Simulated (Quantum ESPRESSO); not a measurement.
# CaO(001): a series in the number of layers, part 7 of 12

What law, if any, do the results for CaO(001) follow against the number of layers?

Quantum ESPRESSO 7.5; plane-wave DFT, PBE, GBRV ultrasoft pseudopotentials.

So far. Step 11 (Potential by pp.x, 3 layers): The slope in the vacuum is 0.100 eV/Å for an applied 0.10 V/Å, as it should be.

### 13. Relaxation with pw.x, 4 layers

System of this step: CaO(001), 4 layers. The cell holds 8 atoms: 4 Ca and 4 O. Its edges and angles: a = 3.415 Å, b = 3.415 Å, c = 23.210 Å, α = 90.0°, β = 90.0°, γ = 90.0°. It derives from CaO. Vacuum lies along c.

File m1.relax.in:

```
&control
  prefix = 'm1.relax'
  outdir = './out'
  pseudo_dir = './pseudo'
  nstep = 90
  forc_conv_thr = 6e-05
  calculation = 'relax'
  etot_conv_thr = 1e-07
/
&system
  ibrav = 0
  nat = 8
  ntyp = 2
  ecutwfc = 40
  ecutrho = 200
  occupations = 'fixed'
/
&electrons
  conv_thr = 1e-10
  mixing_beta = 0.4
  electron_maxstep = 120
/
&ions
/
ATOMIC_SPECIES
  Ca  40.0780  ca_pbe_v1.uspp.F.UPF
  O   15.9990  o_pbe_v1.2.uspp.F.UPF
CELL_PARAMETERS angstrom
  3.41506535100000 0.00000000000000 0.00000000000000
  0.00000000000000 3.41506535100000 0.00000000000000
  0.00000000000000 0.00000000000000 23.21013628849586
ATOMIC_POSITIONS crystal
  Ca  0.000000000000 0.000000000000 0.343938091144
  O   0.500000000000 0.500000000000 0.343938091144
  Ca  0.500000000000 0.500000000000 0.447979363715
  O   0.000000000000 0.000000000000 0.447979363715
  Ca  0.000000000000 0.000000000000 0.552020636285
  O   0.500000000000 0.500000000000 0.552020636285
  Ca  0.500000000000 0.500000000000 0.656061908856
  O   0.000000000000 0.000000000000 0.656061908856
K_POINTS automatic
  4 4 1 0 0 0
```

Launch:

```sh
$ OMP_NUM_THREADS=1 mpirun -n 4 pw.x -nk 1 -in m1.relax.in > m1.relax.out
```

What it wrote:

```text
[banner, memory and clock lines left out]
Program PWSCF v.7.5 starts
[...]
Message from routine setup:
[...]
number of electrons       =        64.00
     number of Kohn-Sham states=           32
     kinetic-energy cutoff     =      40.0000  Ry
     charge density cutoff     =     200.0000  Ry
[...]
number of k points=     6
[...]
Dense  grid:    87429 G-vectors     FFT dimensions: (  30,  30, 200)
[...]
negative rho (up, down):  1.320E-04 0.000E+00
     Starting wfcs are   56 randomized atomic wfcs
[...]
negative rho (up, down):  1.187E-04 0.000E+00
[...]
estimated scf accuracy    <       2.53521472 Ry
[...]
negative rho (up, down):  1.594E-04 0.000E+00
[...]
estimated scf accuracy    <       0.48037386 Ry
[...]
negative rho (up, down):  2.515E-04 0.000E+00
[...]
estimated scf accuracy    <       0.05525764 Ry
[...]
negative rho (up, down):  2.696E-04 0.000E+00
[...]
estimated scf accuracy    <       0.08679169 Ry
[...]
negative rho (up, down):  2.541E-04 0.000E+00
[...]
estimated scf accuracy    <       0.01037639 Ry
[...]
negative rho (up, down):  2.594E-04 0.000E+00
[...]
estimated scf accuracy    <       0.00479258 Ry
[...]
negative rho (up, down):  2.608E-04 0.000E+00
[...]
estimated scf accuracy    <       0.00031372 Ry
[...]
negative rho (up, down):  2.602E-04 0.000E+00
[...]
estimated scf accuracy    <       0.00091169 Ry
[...]
negative rho (up, down):  2.606E-04 0.000E+00
[...]
estimated scf accuracy    <       0.00010756 Ry
[...]
negative rho (up, down):  2.609E-04 0.000E+00
[...]
estimated scf accuracy    <       0.00000627 Ry
[...]
negative rho (up, down):  2.612E-04 0.000E+00
[...]
estimated scf accuracy    <       0.00000470 Ry
[...]
negative rho (up, down):  2.613E-04 0.000E+00
[...]
estimated scf accuracy    <       0.00000048 Ry
[...]
negative rho (up, down):  2.614E-04 0.000E+00
[...]
estimated scf accuracy    <       0.00000008 Ry
[...]
negative rho (up, down):  2.615E-04 0.000E+00
[...]
estimated scf accuracy    <          4.0E-09 Ry
[...]
negative rho (up, down):  2.616E-04 0.000E+00
[...]
estimated scf accuracy    <          1.4E-09 Ry
[...]
negative rho (up, down):  2.616E-04 0.000E+00
[...]
estimated scf accuracy    <          1.5E-10 Ry
[...]
negative rho (up, down):  2.616E-04 0.000E+00
[...]
highest occupied level (ev):     0.8408
!    total energy              =    -429.98471684 Ry
     estimated scf accuracy    <          6.5E-11 Ry
[...]
one-electron contribution =   -3289.85439103 Ry
     hartree contribution      =    1659.70636333 Ry
     xc contribution           =     -77.37134622 Ry
     ewald contribution        =    1277.53465707 Ry
     convergence has been achieved in  17 iterations
     negative rho (up, down):  2.616E-04 0.000E+00
[...]
Total force =     0.015638     Total SCF correction =     0.000024
[...]
negative rho (up, down):  2.623E-04 0.000E+00
[...]
negative rho (up, down):  2.630E-04 0.000E+00
[...]
estimated scf accuracy    <       0.00005343 Ry
[...]
negative rho (up, down):  2.634E-04 0.000E+00
[...]
estimated scf accuracy    <       0.00000333 Ry
[...]
negative rho (up, down):  2.636E-04 0.000E+00
[...]
estimated scf accuracy    <       0.00000044 Ry
[...]
negative rho (up, down):  2.636E-04 0.000E+00
[...]
estimated scf accuracy    <       0.00000006 Ry
[...]
negative rho (up, down):  2.637E-04 0.000E+00
[...]
estimated scf accuracy    <       0.00000001 Ry
[...]
negative rho (up, down):  2.637E-04 0.000E+00
[...]
estimated scf accuracy    <          1.9E-09 Ry
[...]
negative rho (up, down):  2.637E-04 0.000E+00
[...]
estimated scf accuracy    <          1.1E-10 Ry
[...]
negative rho (up, down):  2.638E-04 0.000E+00
[...]
highest occupied level (ev):     0.8458
!    total energy              =    -429.98494508 Ry
     estimated scf accuracy    <          6.1E-11 Ry
[...]
one-electron contribution =   -3291.17009403 Ry
     hartree contribution      =    1660.39209037 Ry
     xc contribution           =     -77.37322900 Ry
     ewald contribution        =    1278.16628758 Ry
     convergence has been achieved in   8 iterations
     negative rho (up, down):  2.638E-04 0.000E+00
[...]
Total force =     0.013593     Total SCF correction =     0.000037
[...]
WARNING: bfgs curvature condition failed, Theta= 0.923
[...]
negative rho (up, down):  2.649E-04 0.000E+00
[...]
negative rho (up, down):  2.655E-04 0.000E+00
[...]
estimated scf accuracy    <       0.00006445 Ry
[...]
negative rho (up, down):  2.659E-04 0.000E+00
[...]
estimated scf accuracy    <       0.00000406 Ry
[...]
negative rho (up, down):  2.660E-04 0.000E+00
[...]
estimated scf accuracy    <       0.00000052 Ry
[...]
negative rho (up, down):  2.661E-04 0.000E+00
[...]
estimated scf accuracy    <       0.00000007 Ry
[...]
negative rho (up, down):  2.661E-04 0.000E+00
[...]
estimated scf accuracy    <       0.00000001 Ry
[...]
negative rho (up, down):  2.661E-04 0.000E+00
[...]
estimated scf accuracy    <          2.7E-09 Ry
[...]
negative rho (up, down):  2.661E-04 0.000E+00
[...]
estimated scf accuracy    <          2.4E-10 Ry
[...]
negative rho (up, down):  2.662E-04 0.000E+00
[...]
highest occupied level (ev):     0.8510
!    total energy              =    -429.98516118 Ry
     estimated scf accuracy    <          4.4E-11 Ry
[...]
one-electron contribution =   -3292.85292242 Ry
     hartree contribution      =    1661.26044852 Ry
     xc contribution           =     -77.37556479 Ry
     ewald contribution        =    1278.98287752 Ry
     convergence has been achieved in   8 iterations
     negative rho (up, down):  2.662E-04 0.000E+00
[...]
Total force =     0.011440     Total SCF correction =     0.000026
[...]
negative rho (up, down):  2.680E-04 0.000E+00
[...]
negative rho (up, down):  2.685E-04 0.000E+00
[...]
estimated scf accuracy    <       0.00012395 Ry
[...]
negative rho (up, down):  2.689E-04 0.000E+00
[...]
estimated scf accuracy    <       0.00001136 Ry
[...]
negative rho (up, down):  2.690E-04 0.000E+00
[...]
estimated scf accuracy    <       0.00000154 Ry
[...]
negative rho (up, down):  2.689E-04 0.000E+00
[...]
estimated scf accuracy    <       0.00000031 Ry
[...]
negative rho (up, down):  2.690E-04 0.000E+00
[...]
estimated scf accuracy    <          1.2E-11 Ry
[...]
one-electron contribution =   -3311.33853892 Ry
     hartree contribution      =    1670.59693959 Ry
     xc contribution           =     -77.39700279 Ry
     ewald contribution        =    1288.15283240 Ry
     convergence has been achieved in   8 iterations
     negative rho (up, down):  2.742E-04 0.000E+00
[...]
Total force =     0.002762     Total SCF correction =     0.000019
[...]
negative rho (up, down):  2.775E-04 0.000E+00
[...]
negative rho (up, down):  2.764E-04 0.000E+00
[...]
estimated scf accuracy    <       0.00001058 Ry
[...]
negative rho (up, down):  2.756E-04 0.000E+00
[...]
estimated scf accuracy    <       0.00000162 Ry
[...]
negative rho (up, down):  2.750E-04 0.000E+00
[...]
estimated scf accuracy    <       0.00000036 Ry
[...]
negative rho (up, down):  2.749E-04 0.000E+00
[...]
estimated scf accuracy    <       0.00000004 Ry
[...]
negative rho (up, down):  2.748E-04 0.000E+00
[...]
estimated scf accuracy    <       0.00000001 Ry
[...]
negative rho (up, down):  2.748E-04 0.000E+00
[...]
estimated scf accuracy    <          4.6E-10 Ry
[...]
negative rho (up, down):  2.748E-04 0.000E+00
[...]
estimated scf accuracy    <          2.2E-10 Ry
[...]
negative rho (up, down):  2.748E-04 0.000E+00
[...]
estimated scf accuracy    <          2.2E-10 Ry
[...]
negative rho (up, down):  2.748E-04 0.000E+00
[...]
estimated scf accuracy    <          2.7E-11 Ry
[...]
negative rho (up, down):  2.748E-04 0.000E+00
[...]
highest occupied level (ev):     0.8649
!    total energy              =    -429.98579820 Ry
     estimated scf accuracy    <          2.2E-12 Ry
[...]
one-electron contribution =   -3315.28126460 Ry
     hartree contribution      =    1672.56008324 Ry
     xc contribution           =     -77.39976896 Ry
     ewald contribution        =    1290.13515212 Ry
     convergence has been achieved in  10 iterations
     negative rho (up, down):  2.748E-04 0.000E+00
[...]
Total force =     0.002552     Total SCF correction =     0.000007
[...]
negative rho (up, down):  2.795E-04 0.000E+00
[...]
negative rho (up, down):  2.777E-04 0.000E+00
[...]
estimated scf accuracy    <       0.00003188 Ry
[...]
negative rho (up, down):  2.767E-04 0.000E+00
[...]
estimated scf accuracy    <       0.00000420 Ry
[...]
negative rho (up, down):  2.758E-04 0.000E+00
[...]
estimated scf accuracy    <       0.00000108 Ry
[...]
negative rho (up, down):  2.756E-04 0.000E+00
[...]
estimated scf accuracy    <       0.00000017 Ry
[...]
negative rho (up, down):  2.755E-04 0.000E+00
[...]
estimated scf accuracy    <       0.00000003 Ry
[...]
negative rho (up, down):  2.755E-04 0.000E+00
[...]
estimated scf accuracy    <          1.0E-09 Ry
[...]
negative rho (up, down):  2.755E-04 0.000E+00
[...]
estimated scf accuracy    <          3.8E-10 Ry
[...]
negative rho (up, down):  2.755E-04 0.000E+00
[...]
estimated scf accuracy    <          4.9E-10 Ry
[...]
negative rho (up, down):  2.755E-04 0.000E+00
[...]
highest occupied level (ev):     0.8613
!    total energy              =    -429.98582954 Ry
     estimated scf accuracy    <          1.5E-11 Ry
[...]
one-electron contribution =   -3321.43680311 Ry
     hartree contribution      =    1675.62998782 Ry
     xc contribution           =     -77.40401477 Ry
     ewald contribution        =    1293.22500052 Ry
     convergence has been achieved in   9 iterations
     negative rho (up, down):  2.755E-04 0.000E+00
[...]
Total force =     0.002494     Total SCF correction =     0.000015
[...]
negative rho (up, down):  2.800E-04 0.000E+00
[...]
negative rho (up, down):  2.781E-04 0.000E+00
[...]
estimated scf accuracy    <       0.00006013 Ry
[...]
negative rho (up, down):  2.771E-04 0.000E+00
[...]
estimated scf accuracy    <       0.00000691 Ry
[...]
negative rho (up, down):  2.761E-04 0.000E+00
[...]
estimated scf accuracy    <       0.00000182 Ry
[...]
negative rho (up, down):  2.759E-04 0.000E+00
[...]
estimated scf accuracy    <       0.00000035 Ry
[...]
negative rho (up, down):  2.758E-04 0.000E+00
[...]
estimated scf accuracy    <       0.00000003 Ry
[...]
negative rho (up, down):  2.758E-04 0.000E+00
[...]
estimated scf accuracy    <       0.00000002 Ry
[...]
negative rho (up, down):  2.758E-04 0.000E+00
[...]
estimated scf accuracy    <          4.3E-10 Ry
[...]
negative rho (up, down):  2.758E-04 0.000E+00
[...]
estimated scf accuracy    <          1.8E-10 Ry
[...]
negative rho (up, down):  2.758E-04 0.000E+00
[...]
estimated scf accuracy    <          2.7E-11 Ry
[...]
negative rho (up, down):  2.758E-04 0.000E+00
[...]
estimated scf accuracy    <          2.4E-11 Ry
[...]
negative rho (up, down):  2.758E-04 0.000E+00
[...]
highest occupied level (ev):     0.8583
!    total energy              =    -429.98584750 Ry
     estimated scf accuracy    <          7.0E-13 Ry
[...]
one-electron contribution =   -3328.77593803 Ry
     hartree contribution      =    1679.29905750 Ry
     xc contribution           =     -77.40900912 Ry
     ewald contribution        =    1296.90004214 Ry
     convergence has been achieved in  11 iterations
     negative rho (up, down):  2.758E-04 0.000E+00
[...]
Total force =     0.002307     Total SCF correction =     0.000005
[...]
negative rho (up, down):  2.758E-04 0.000E+00
[...]
negative rho (up, down):  2.758E-04 0.000E+00
[...]
estimated scf accuracy    <       0.00000444 Ry
[...]
negative rho (up, down):  2.757E-04 0.000E+00
[...]
estimated scf accuracy    <       0.00000031 Ry
[...]
negative rho (up, down):  2.756E-04 0.000E+00
[...]
estimated scf accuracy    <       0.00000007 Ry
[...]
negative rho (up, down):  2.756E-04 0.000E+00
[...]
estimated scf accuracy    <       0.00000002 Ry
[...]
negative rho (up, down):  2.756E-04 0.000E+00
[...]
estimated scf accuracy    <          1.6E-09 Ry
[...]
negative rho (up, down):  2.756E-04 0.000E+00
[...]
estimated scf accuracy    <          7.0E-10 Ry
[...]
negative rho (up, down):  2.756E-04 0.000E+00
[...]
estimated scf accuracy    <          7.4E-11 Ry
[...]
negative rho (up, down):  2.756E-04 0.000E+00
[...]
highest occupied level (ev):     0.8591
!    total energy              =    -429.98585146 Ry
     estimated scf accuracy    <          1.5E-11 Ry
[...]
one-electron contribution =   -3329.88062233 Ry
     hartree contribution      =    1679.85902663 Ry
     xc contribution           =     -77.40967214 Ry
     ewald contribution        =    1297.44541638 Ry
     convergence has been achieved in   8 iterations
     negative rho (up, down):  2.756E-04 0.000E+00
[...]
Total force =     0.001643     Total SCF correction =     0.000016
[...]
negative rho (up, down):  2.744E-04 0.000E+00
[...]
negative rho (up, down):  2.748E-04 0.000E+00
[...]
estimated scf accuracy    <       0.00000749 Ry
[...]
negative rho (up, down):  2.750E-04 0.000E+00
[...]
estimated scf accuracy    <       0.00000094 Ry
[...]
negative rho (up, down):  2.751E-04 0.000E+00
[...]
estimated scf accuracy    <       0.00000008 Ry
[...]
negative rho (up, down):  2.752E-04 0.000E+00
[...]
estimated scf accuracy    <       0.00000002 Ry
[...]
negative rho (up, down):  2.752E-04 0.000E+00
[...]
estimated scf accuracy    <          1.9E-09 Ry
[...]
negative rho (up, down):  2.752E-04 0.000E+00
[...]
estimated scf accuracy    <          5.1E-10 Ry
[...]
negative rho (up, down):  2.753E-04 0.000E+00
[...]
estimated scf accuracy    <          4.5E-11 Ry
[...]
negative rho (up, down):  2.753E-04 0.000E+00
[...]
estimated scf accuracy    <          2.5E-11 Ry
[...]
negative rho (up, down):  2.753E-04 0.000E+00
[...]
```

Wall time 3.1 min (4 MPI ranks of Arm Neoverse V1, shared host); peak memory 0.64 GiB; 12 min of CPU time.

Step by step:

| step | energy less that of the first step (eV) | largest force (eV/Å) |
| --- | --- | --- |
| 1 | 0.0000 | 0.2016 |
| 2 | -0.0031 | 0.1740 |
| 3 | -0.0060 | 0.1458 |
| 4 | -0.0095 | 0.1060 |
| 5 | -0.0127 | 0.0581 |
| 6 | -0.0137 | 0.0462 |
| 7 | -0.0138 | 0.0388 |
| 8 | -0.0140 | 0.0335 |
| 9 | -0.0143 | 0.0373 |
| 10 | -0.0147 | 0.0391 |
| 11 | -0.0151 | 0.0364 |
| 12 | -0.0154 | 0.0242 |
| 13 | -0.0154 | 0.0180 |
| 14 | -0.0155 | 0.0037 |
| 15 | -0.0155 | 0.0013 |
| 16 | -0.0155 | 0.0010 |

The atoms that moved most (Å):

| atom | dx | dy | dz | length |
| --- | --- | --- | --- | --- |
| O8 | 0.000 | 0.000 | -0.052 | 0.052 |
| O2 | 0.000 | 0.000 | 0.052 | 0.052 |
| Ca1 | 0.000 | 0.000 | 0.034 | 0.034 |
| Ca7 | 0.000 | 0.000 | -0.034 | 0.034 |
| O4 | 0.000 | 0.000 | -0.016 | 0.016 |
| O6 | 0.000 | 0.000 | 0.016 | 0.016 |

The relaxation lowers the energy by 2 meV an atom.

Read from the output:

```
free energy                    : -5850.2556 eV
valence top, on the run's zero : 0.8626 eV
```

### 14. Ground state, 4 layers

File m1.f0.in:

```
&control
  prefix = 'm1.f0'
  outdir = './out'
  pseudo_dir = './pseudo'
  calculation = 'scf'
  tprnfor = .true.
  tefield = .true.
  dipfield = .true.
/
&system
  ibrav = 0
  nat = 8
  ntyp = 2
  ecutwfc = 40
  ecutrho = 200
  occupations = 'fixed'
  edir = 3
  emaxpos = 0.97
  eopreg = 0.04
  eamp = 0.0
  nbnd = 36
/
&electrons
  conv_thr = 1e-09
  mixing_beta = 0.4
  electron_maxstep = 120
  mixing_mode = 'plain'
/
ATOMIC_SPECIES
  Ca  40.0780  ca_pbe_v1.uspp.F.UPF
  O   15.9990  o_pbe_v1.2.uspp.F.UPF
CELL_PARAMETERS angstrom
  3.41506535100000 0.00000000000000 0.00000000000000
  0.00000000000000 3.41506535100000 0.00000000000000
  0.00000000000000 0.00000000000000 23.21013628849586
ATOMIC_POSITIONS crystal
  Ca  0.000000000000 0.000000000000 0.345395664800
  O   0.500000000000 0.500000000000 0.346198978000
  Ca  0.500000000000 0.500000000000 0.447849408200
  O   0.000000000000 0.000000000000 0.447305508500
  Ca  0.000000000000 0.000000000000 0.552150591800
  O   0.500000000000 0.500000000000 0.552694491500
  Ca  0.500000000000 0.500000000000 0.654604335200
  O   0.000000000000 0.000000000000 0.653801022000
K_POINTS automatic
  4 4 1 0 0 0
```

Launch:

```sh
$ OMP_NUM_THREADS=1 mpirun -n 4 pw.x -nk 1 -in m1.f0.in > m1.f0.out
```

What it wrote:

```text
[banner, memory and clock lines left out]
Program PWSCF v.7.5 starts
[...]
number of electrons       =        64.00
     number of Kohn-Sham states=           36
     kinetic-energy cutoff     =      40.0000  Ry
     charge density cutoff     =     200.0000  Ry
[...]
number of k points=    10
[...]
Dense  grid:    87429 G-vectors     FFT dimensions: (  30,  30, 200)
[...]
negative rho (up, down):  1.415E-04 0.000E+00
[...]
Starting wfcs are   56 randomized atomic wfcs
[...]
negative rho (up, down):  1.333E-04 0.000E+00
[...]
estimated scf accuracy    <       2.53731643 Ry
[...]
negative rho (up, down):  1.726E-04 0.000E+00
[...]
estimated scf accuracy    <       0.42621356 Ry
[...]
negative rho (up, down):  2.719E-04 0.000E+00
[...]
estimated scf accuracy    <       0.04775846 Ry
[...]
negative rho (up, down):  2.799E-04 0.000E+00
[...]
estimated scf accuracy    <       0.03129908 Ry
[...]
negative rho (up, down):  2.586E-04 0.000E+00
[...]
estimated scf accuracy    <       0.00178366 Ry
[...]
negative rho (up, down):  2.696E-04 0.000E+00
[...]
estimated scf accuracy    <       0.00242477 Ry
[...]
negative rho (up, down):  2.739E-04 0.000E+00
[...]
estimated scf accuracy    <       0.00009142 Ry
[...]
negative rho (up, down):  2.736E-04 0.000E+00
[...]
estimated scf accuracy    <       0.00012360 Ry
[...]
negative rho (up, down):  2.737E-04 0.000E+00
[...]
estimated scf accuracy    <       0.00000764 Ry
[...]
negative rho (up, down):  2.743E-04 0.000E+00
[...]
estimated scf accuracy    <       0.00000271 Ry
[...]
negative rho (up, down):  2.747E-04 0.000E+00
[...]
estimated scf accuracy    <       0.00000008 Ry
[...]
negative rho (up, down):  2.749E-04 0.000E+00
[...]
estimated scf accuracy    <          2.0E-09 Ry
[...]
negative rho (up, down):  2.750E-04 0.000E+00
[...]
Total length         42.1064 bohr
[...]
estimated scf accuracy    <          1.3E-09 Ry
[...]
negative rho (up, down):  2.752E-04 0.000E+00
[...]
Computed dipole along edir(3) :
        Dipole                0.0000 Ry au,          0.0000 Debye
        Dipole field          0.0000 Ry au,
        Potential amp.       -0.0000 Ry
        Total length         42.1064 bohr
[...]
highest occupied, lowest unoccupied level (ev):     0.8626    3.7326
!    total energy              =    -429.98585511 Ry
     estimated scf accuracy    <          3.3E-10 Ry
[...]
one-electron contribution =   -3329.56508238 Ry
     hartree contribution      =    1679.72048865 Ry
     xc contribution           =     -77.40918636 Ry
     ewald contribution        =    1297.26792497 Ry
     electric field correction =       0.00000000 Ry
     convergence has been achieved in  14 iterations
     negative rho (up, down):  2.752E-04 0.000E+00
[...]
Total force =     0.000069     Total SCF correction =     0.000019
[...]
```

The job ended after 23 s (4 MPI ranks; peak memory 0.63 GiB; 93 s of CPU time).

Read from the output:

| Property | Result |
| --- | --- |
| dipole along the normal | 0 e·Å |
| conduction bottom, on the run's zero | 3.733 eV |
| gap by band count | 2.870 eV |

[end of part 7 of 12]

[Logs are printed without paths, hosts, clocks, repeated set-up lines and the standing remarks that a program may print on its own settings, such as how far it seeks lower states.]

[Hosts, paths, dates, database ids (printed as entryN), source tags and the programs' standing remarks are cut or masked in the printed files.]

[Maps of the electrostatic potential energy from Ansatz leave out the sawtooth potential of an applied field or a dipole correction, so their vacuum need not be flat; planar profiles and work functions include it.]
